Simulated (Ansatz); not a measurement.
**Tetragonal SnO monolayer in a perpendicular field**

Wanted: the out-of-plane response of the tetragonal SnO monolayer. A positive field points along +c.

Method: plane-wave DFT, PBE-D3(BJ), Ansatz PAW, in Ansatz 0.2.0.

Report form: inputs, costs, results and the conclusion, without the logs.

## 1. The structure

The cell holds 4 atoms: 2 Sn and 2 O. Its edges and angles: a = 3.850 Å, b = 3.850 Å, c = 33.814 Å, α = 90.0°, β = 90.0°, γ = 90.0°. Vacuum lies along c.

As a file:

```cif
data_structure
_symmetry_space_group_name_H-M 'P 1'
_symmetry_Int_Tables_number 1
_cell_length_a 3.8500
_cell_length_b 3.8500
_cell_length_c 33.8142
_cell_angle_alpha 90.000
_cell_angle_beta 90.000
_cell_angle_gamma 90.000
_cell_volume 501.21
loop_
_atom_site_label
_atom_site_type_symbol
_atom_site_fract_x
_atom_site_fract_y
_atom_site_fract_z
_atom_site_occupancy
Sn1 Sn 0.50000 0.00000 0.47909 1
O2 O 0.00000 0.00000 0.50000 1
O3 O 0.50000 0.50000 0.50000 1
Sn4 Sn 0.00000 0.50000 0.52091 1
```

## 2. Relaxation

The starting cell is a guess, so the in-plane lattice and the atoms are relaxed first, with the slab cut off from its images along the normal.

Contents of input.yaml:

```yaml
crystal:
  lattice:
    - [3.85, 0.0, 0.0]
    - [0.0, 3.85, 0.0]
    - [0.0, 0.0, 33.8142135623]
  atoms:
    - { symbol: Sn, position: [0.5, 0.0, 0.4790884747] }
    - { symbol: O, position: [0.0, 0.0, 0.5] }
    - { symbol: O, position: [0.5, 0.5, 0.5] }
    - { symbol: Sn, position: [0.0, 0.5, 0.5209115253] }
  periodic: [true, true, false]
kpoints:
  mp_grid: { grid: [8, 8, 1] }
hamiltonian:
  xc: pbe
  dispersion: d3bj
scf:
  occupations: { method: fermi_dirac, width: 0.05 }
  convergence: { dr2_threshold: 1.0e-09 }
relax:
  f_tol: 0.004
  max_steps: 90
  cell: {}
output:
  write_potential: true
  write_density: true
  volumetric_format: npy
```

The run is started by

```sh
ansatz run input.yaml --threads 2 --pin off --max-ram 3072MiB --backend cpu --events-out ev --progress --plain --runs-dir out
```

Run time: 49 s. Hardware: 2 threads of Intel Xeon Platinum 8375C at 2.90GHz (Ice Lake), shared host; peak memory 0.77 GiB.

Relaxation path:

```csv
step,energy less that of the first step (eV),largest force component (eV/Å),volume (Å³)
1,0.0000,7.6028,501.21
2,-2.6001,4.4698,509.12
3,-3.6973,1.2114,506.37
4,-3.7818,0.4777,496.91
5,-3.7942,0.0190,497.64
6,-3.7954,0.0031,496.22
7,-3.7967,0.0005,493.93
8*,-3.7939,0.0013,493.93
```

Relaxation steps marked * repeat the geometry before them on a plane-wave basis chosen anew for their cell, so energy and pressure can jump there.

Forces are held to the 16 operations that the program found; a distortion that breaks them can't arise in this run.

```csv
cell as run,before,after,change
a (Å),3.850,3.822,-0.7 %
b (Å),3.850,3.822,-0.7 %
```

The atoms that moved most (Å, along periodic axes as changes of fractional coordinates times the final cell, across vacuum about the mean position):

| atom | dx | dy | dz | length |
| --- | --- | --- | --- | --- |
| Sn1 | 0.000 | 0.000 | -0.474 | 0.474 |
| Sn4 | 0.000 | 0.000 | 0.474 | 0.474 |

The relaxed structure:

```cif
data_structure
_symmetry_space_group_name_H-M 'P 1'
_symmetry_Int_Tables_number 1
_cell_length_a 3.8219
_cell_length_b 3.8219
_cell_length_c 33.8142
_cell_angle_alpha 90.000
_cell_angle_beta 90.000
_cell_angle_gamma 90.000
_cell_volume 493.93
loop_
_atom_site_label
_atom_site_type_symbol
_atom_site_fract_x
_atom_site_fract_y
_atom_site_fract_z
_atom_site_occupancy
Sn1 Sn 0.50000 0.00000 0.46506 1
O2 O 0.00000 0.00000 0.50000 1
O3 O 0.50000 0.50000 0.50000 1
Sn4 Sn 0.00000 0.50000 0.53494 1
```

Read from the output:

| Property | Result |
| --- | --- |
| gap on the k-mesh | 3.053 eV |

The lattice constant a goes from 3.850 to 3.822 Å.

## 3. Atoms held, field 0

A sawtooth potential applies the field, turning back in the middle of the vacuum. With the dipole correction the typed value is the field outside the slab. The induced dipole is small, so the SCF threshold is tight.

The cell differs from the one that the last finished run ended in (c 33.814 → 20.363 Å).

Contents of input.yaml:

```yaml
crystal:
  lattice:
    - [3.8219401332, 0.0, 0.0]
    - [0.0, 3.8219401332, 0.0]
    - [0.0, 0.0, 20.3630370671]
  atoms:
    - { symbol: Sn, position: [0.5, 0.0, 0.441977293] }
    - { symbol: O, position: [0.0, 0.0, 0.5] }
    - { symbol: O, position: [0.5, 0.5, 0.5] }
    - { symbol: Sn, position: [0.0, 0.5, 0.558022707] }
kpoints:
  mp_grid: { grid: [12, 12, 1] }
  band_path:
    path: [[0, 0, 0], [0.5, 0, 0], [0.5, 0.5, 0], [0, 0, 0]]
    npoints: 16
hamiltonian:
  xc: pbe
  dispersion: d3bj
scf:
  occupations: { method: fermi_dirac, width: 0.02585 }
  convergence: { dr2_threshold: 1.0e-10 }
efield:
  axis: 3
  dipole_correction: true
  ramp_position: 0.97
  ramp_width: 0.06
  amplitude: 0
output:
  dos: { projected: true, e_range: [-6, 5] }
  write_potential: true
  write_density: true
  volumetric_format: npy
  elf: true
```

The job ended after 13 s (2 threads; peak memory 0.64 GiB; 26 s of CPU time).

This step gave:

```
gap on the k-mesh                  : 3.055 eV
dipole along the normal            : 8.64e-8 e·Å
gap along the path                 : 3.045 eV
smallest direct gap along the path : 3.167 eV
ionisation energy, upper face      : 5.402 eV
electron affinity, upper face      : 2.357 eV
gap, the smaller of path and mesh  : 3.045 eV
```

Running mean over a fixed 2.7 Å (it still follows the layers) of the planar mean; the ramp of the sawtooth is left out. Table of electron's electrostatic potential energy less the Fermi level by z:

```csv
z (Å),electron's electrostatic potential energy less the Fermi level (eV)
3.0,3.86
3.5,3.86
4.0,3.86
4.5,3.86
5.0,3.85
5.5,3.83
6.0,3.77
6.5,3.54
7.0,2.77
7.5,1.66
8.0,0.683
8.5,-0.864
9.0,-2.95
9.5,-4.35
10.0,-4.34
10.5,-4.40
11.0,-4.12
11.5,-2.39
12.0,-0.344
12.5,0.976
13.0,1.94
13.5,3.05
14.0,3.63
14.5,3.79
15.0,3.84
15.5,3.85
16.0,3.86
16.5,3.86
17.0,3.86
17.5,3.86
```

The density of states has structure finer than the step of the table below, so its rows give means over 0.25 eV. Peaks (eV: height): -5.390: 4.12, -3.380: 3.80, -1.560: 17.9, 1.720: 9.76.

The density of states by energy, zero at the Fermi level of the run, which the smearing sets inside the gap; means over each step:

| energy (eV) | density of states (states/eV a cell) |
| --- | --- |
| -5.75 | 2.41 |
| -5.50 | 3.33 |
| -5.25 | 3.02 |
| -5.00 | 1.72 |
| -4.75 | 1.63 |
| -4.50 | 2.01 |
| -4.25 | 1.87 |
| -4.00 | 1.87 |
| -3.75 | 1.89 |
| -3.50 | 2.28 |
| -3.25 | 2.64 |
| -3.00 | 3.21 |
| -2.75 | 3.07 |
| -2.50 | 1.87 |
| -2.25 | 2.30 |
| -2.00 | 2.11 |
| -1.75 | 2.43 |
| -1.50 | 3.15 |
| -1.25 | 0 |
| -1.00 | 0 |
| -0.75 | 0 |
| -0.50 | 0 |
| -0.25 | 0 |
| 0.00 | 0 |
| 0.25 | 0 |
| 0.50 | 0 |
| 0.75 | 0 |
| 1.00 | 0 |
| 1.25 | 0 |
| 1.50 | 1.37 |
| 1.75 | 5.53 |
| 2.00 | 3.07 |
| 2.25 | 2.89 |
| 2.50 | 2.29 |
| 2.75 | 1.25 |
| 3.00 | 1.43 |

Projected DOS per atom over height of the atomic layer and energy from the Fermi level. Layers: Sn O2 Sn from below.

Values in states/eV, 22 rows by 3 columns, each cell a mean:
```
0.38 0.09 0.38
0.50 0.14 0.50
1.03 0.25 1.03
1.60 0.40 1.60
0.42 0.08 0.42
0.00 0.00 0.00
0.00 0.00 0.00
0.00 0.00 0.00
0.00 0.00 0.00
0.00 0.00 0.00
0.00 0.00 0.00
0.76 0.58 0.76
0.73 0.36 0.73
0.64 0.37 0.64
0.41 1.11 0.41
0.32 1.11 0.32
0.12 0.83 0.12
0.10 0.82 0.10
0.13 0.81 0.13
0.16 0.72 0.16
0.46 1.14 0.46
0.41 0.88 0.41
```
Columns: height of the atomic layer (Å) from 9 to 11.4; rows upwards: energy from the Fermi level (eV) from -5.96 to 3.31.

Electronic bands along the path, in eV, zero at the Fermi level of the run, which the smearing sets inside the gap:

| point | band 17 | band 18 | band 19 | band 20 | band 21 | band 22 | band 23 | band 24 |
| --- | --- | --- | --- | --- | --- | --- | --- | --- |
| Γ | -3.60 | -3.20 | -3.20 | -1.59 | 1.58 | 1.66 | 3.71 | 3.75 |
| halfway | -4.10 | -3.71 | -3.03 | -1.55 | 2.47 | 2.53 | 2.76 | 3.76 |
| X | -4.82 | -4.82 | -2.07 | -2.07 | 1.68 | 1.68 | 4.27 | 4.27 |
| halfway | -3.41 | -3.41 | -2.11 | -2.11 | 1.73 | 1.73 | 4.07 | 4.07 |
| M | -2.55 | -2.55 | -2.22 | -2.22 | 1.58 | 1.58 | 3.69 | 3.69 |
| halfway | -4.62 | -3.10 | -2.82 | -1.59 | 1.97 | 3.16 | 3.36 | 3.53 |
| Γ | -3.60 | -3.20 | -3.20 | -1.59 | 1.58 | 1.66 | 3.71 | 3.75 |

Electrostatic potential energy in the ca plane at fractional y = 0.000, with atoms of Sn and O within 0.2 Å of it. With pseudopotentials it is smooth inside the atoms' cores, unlike the true potential.

Ten even steps from '0' (-20 eV) to '9' (3 eV), each cell a mean:
```
99999999999999999998883001899999999999999999
99999999999999999987666437999999999999999999
99999999999999999862002689999999999999999999
99999999999999999732772278999999999999999999
99999999999999999717995168999999999999999999
99999999999999999725994168999999999999999999
99999999999999999850221479999999999999999999
99999999999999999975335779999999999999999999
99999999999999999998885004899999999999999999
99999999999999999999982000799999999999999999
```
Columns run along c (16.0 Å, from fractional 0.08 to 0.86 of the cell; values clipped at the 3rd and 97th percentile), rows up along a (3.8 Å). Atoms in or near the plane, at fractional coordinates: Sn at (0.44, 0.50), O at (0.50, 0.00).

Valence density in the ca plane at fractional y = 0.000, with atoms of Sn and O within 0.2 Å of it. It is the smooth field of the valence electrons, not physical close to the nuclei.

Ten steps, logarithmic in the rise over the least value, from '0' (0 e/Å³) to '9' (13 e/Å³), each cell a mean:
```
00000000000000000000125786310000000000000000
00000000000000000011223553210000000000000000
00000000000000000123443321100000000000000000
00000000000000000236875310000000000000000000
00000000000000001247997410000000000000000000
00000000000000001247997310000000000000000000
00000000000000000124664211000000000000000000
00000000000000000112333332100000000000000000
00000000000000000001124675210000000000000000
00000000000000000000136886310000000000000000
```
Columns run along c (16.0 Å, from fractional 0.08 to 0.86 of the cell), rows up along a (3.8 Å). Atoms in or near the plane, at fractional coordinates: Sn at (0.44, 0.50), O at (0.50, 0.00).

ELF in the ca plane at fractional y = 0.000, with atoms of Sn and O within 0.2 Å of it. It is the smooth field of the valence electrons, not physical close to the nuclei.

Ten even steps from '0' (0.00) to '9' (0.95), each cell a mean:
```
00000000000000000111148768620000000000000000
00000000000000246664225887410000000000000000
00000000000013689864322343100000000000000000
00000000000137999853112110000000000000000000
00000000000158999741001210000000000000000000
00000000000148999741001210000000000000000000
00000000000025899854222121000000000000000000
00000000000002478864323675300000000000000000
00000000000000012332137888510000000000000000
00000000000000000000158648620000000000000000
```
Columns run along c (16.0 Å, from fractional 0.08 to 0.86 of the cell), rows up along a (3.8 Å). Atoms in or near the plane, at fractional coordinates: Sn at (0.44, 0.50), O at (0.50, 0.00).

The gap is 3.05 eV, with the valence edge 5.40 eV and the conduction edge 2.36 eV under the upper vacuum level.

## 4. Atoms held, field 0.1 V/Å

input.yaml, as its differences from that of step 3:

```diff
@@ -26,5 +26,4 @@
   ramp_width: 0.06
-  amplitude: 0
+  amplitude: 0.1
 output:
-  dos: { projected: true, e_range: [-6, 5] }
   write_potential: true
@@ -32,2 +31 @@
   volumetric_format: npy
-  elf: true
```

Elapsed: 14 s, on 2 threads; peak memory 0.62 GiB.

The dipole is 0.0394 e·Å, and the gap 3.044 eV.

## 5. Atoms held, field -0.1 V/Å

input.yaml, as its differences from that of step 4:

```diff
@@ -26,3 +26,3 @@
   ramp_width: 0.06
-  amplitude: 0.1
+  amplitude: -0.1
 output:
```

Wall time 15 s (2 threads); peak memory 0.61 GiB.

The dipole is -0.0394 e·Å, and the gap 3.044 eV.

## 6. Response, atoms held

This step: plane-wave DFT, PBE-D3(BJ), Ansatz PAW; response to a field along the normal, atoms held (Ansatz 0.2.0).

The dipoles give the slope, and the difference of two potentials shows where the field is screened.

This step gave:

```yaml
equivalent_conductor_thickness_p_eps_0ae: 4.877 Å
distance_between_the_outer_atoms: 2.363 Å
```

The dipole of the cell by applied field:

| applied field (V/Å) | dipole of the cell (e·Å) |
| --- | --- |
| -0.1000 | -0.0394 |
| 0.0000 | 8.6e-8 |
| 0.1000 | 0.0394 |

Local field over the applied field, running mean. From the potentials at -0.1 and 0.1 V/Å; running mean over 2.5 Å. Local field over applied field against z:

```csv
z (Å),local field over applied field
4.5,0.995
5.0,0.986
5.5,0.966
6.0,0.919
6.5,0.828
7.0,0.690
7.5,0.538
8.0,0.392
8.5,0.261
9.0,0.174
9.5,0.134
10.0,0.120
10.5,0.122
11.0,0.142
11.5,0.192
12.0,0.294
12.5,0.432
13.0,0.579
13.5,0.731
14.0,0.858
14.5,0.935
15.0,0.973
15.5,0.990
16.0,0.996
```

Electrons, planar mean, per unit field. The induced electron density by z:

```csv
z (Å),induced electron density (e/Å³ per V/Å)
4.10,1.0e-5
4.38,1.8e-5
4.81,4.3e-5
5.09,7.6e-5
5.37,1.3e-4
5.80,2.9e-4
6.08,4.8e-4
6.36,7.8e-4
6.79,0.00148
7.07,0.00213
7.35,0.00276
7.78,0.00293
8.06,0.00199
8.34,4.9e-4
8.77,2.4e-4
9.05,7.1e-4
9.33,7.3e-4
9.76,7.0e-6
10.04,-7.9e-4
10.32,7.9e-4
10.61,-7.0e-6
11.03,-7.3e-4
11.31,-7.1e-4
11.60,-2.4e-4
12.02,-4.9e-4
12.30,-0.00199
12.59,-0.00293
13.01,-0.00276
13.29,-0.00213
13.58,-0.00148
14.00,-7.8e-4
14.28,-4.8e-4
14.57,-2.9e-4
14.99,-1.3e-4
15.27,-7.6e-5
15.56,-4.3e-5
15.98,-1.8e-5
16.26,-1.0e-5
```

The smaller of the gaps on the path and on the k-mesh, counted as 0 under 0.03 eV; in a wide-gap layer a fall can come from a state in the tilted vacuum. The gap stays at 3.04 eV for applied field from -0.1 to 0.1 V/Å.

By hand: between -0.1 and 0.1 V/Å the dipole changes by 0.07874 e·Å, a slope of 0.3937 e·Å²/V. A perfect conductor of thickness t has p = ε₀AEt, so t = 180.95 × 0.3937 / 14.607 = 4.88 Å (e/ε₀ = 180.95 V·Å, A in Å²).

The induced dipole is that of a conductor 4.88 Å thick.

## 7. What came out

```yaml
gap_without_field: 3.05 eV
ionisation_energy_upper_face: 5.40 eV
electron_affinity_upper_face: 2.36 eV
equivalent_conductor_thickness_atoms_held: 4.88 Å
```

The induced dipole equals that of a perfect conductor 4.88 Å thick, while the outer atoms lie 2.36 Å apart; an out-of-plane ε follows only once a thickness t is chosen, by 1 − 1/ε = 4.88 Å / t. The gap stays within 0.01 eV of 3.05 eV over the fields run, up to 0.1 V/Å in size. Semilocal functionals give gaps that are too small, and excitons are not included. Spin-orbit coupling is left out, which matters for the bands of elements this heavy.

[Long decimals in the printed logs are rounded to 6 places.]

[Logs are printed without paths, hosts, clocks, repeated set-up lines and the standing remarks that a program may print on its own settings, such as how far it seeks lower states.]

[Hosts, paths, dates, database ids (printed as entryN), source tags and the programs' standing remarks are cut or masked in the printed files.]

[Maps of the electrostatic potential energy from Ansatz leave out the sawtooth potential of an applied field or a dipole correction, so their vacuum need not be flat; planar profiles and work functions include it.]

[The density of states shown here was stored with 400 of the rows of the run's finer table, so its peaks can read low, often by over a quarter, or be missed, and its means over a window can be off by a tenth or more.]
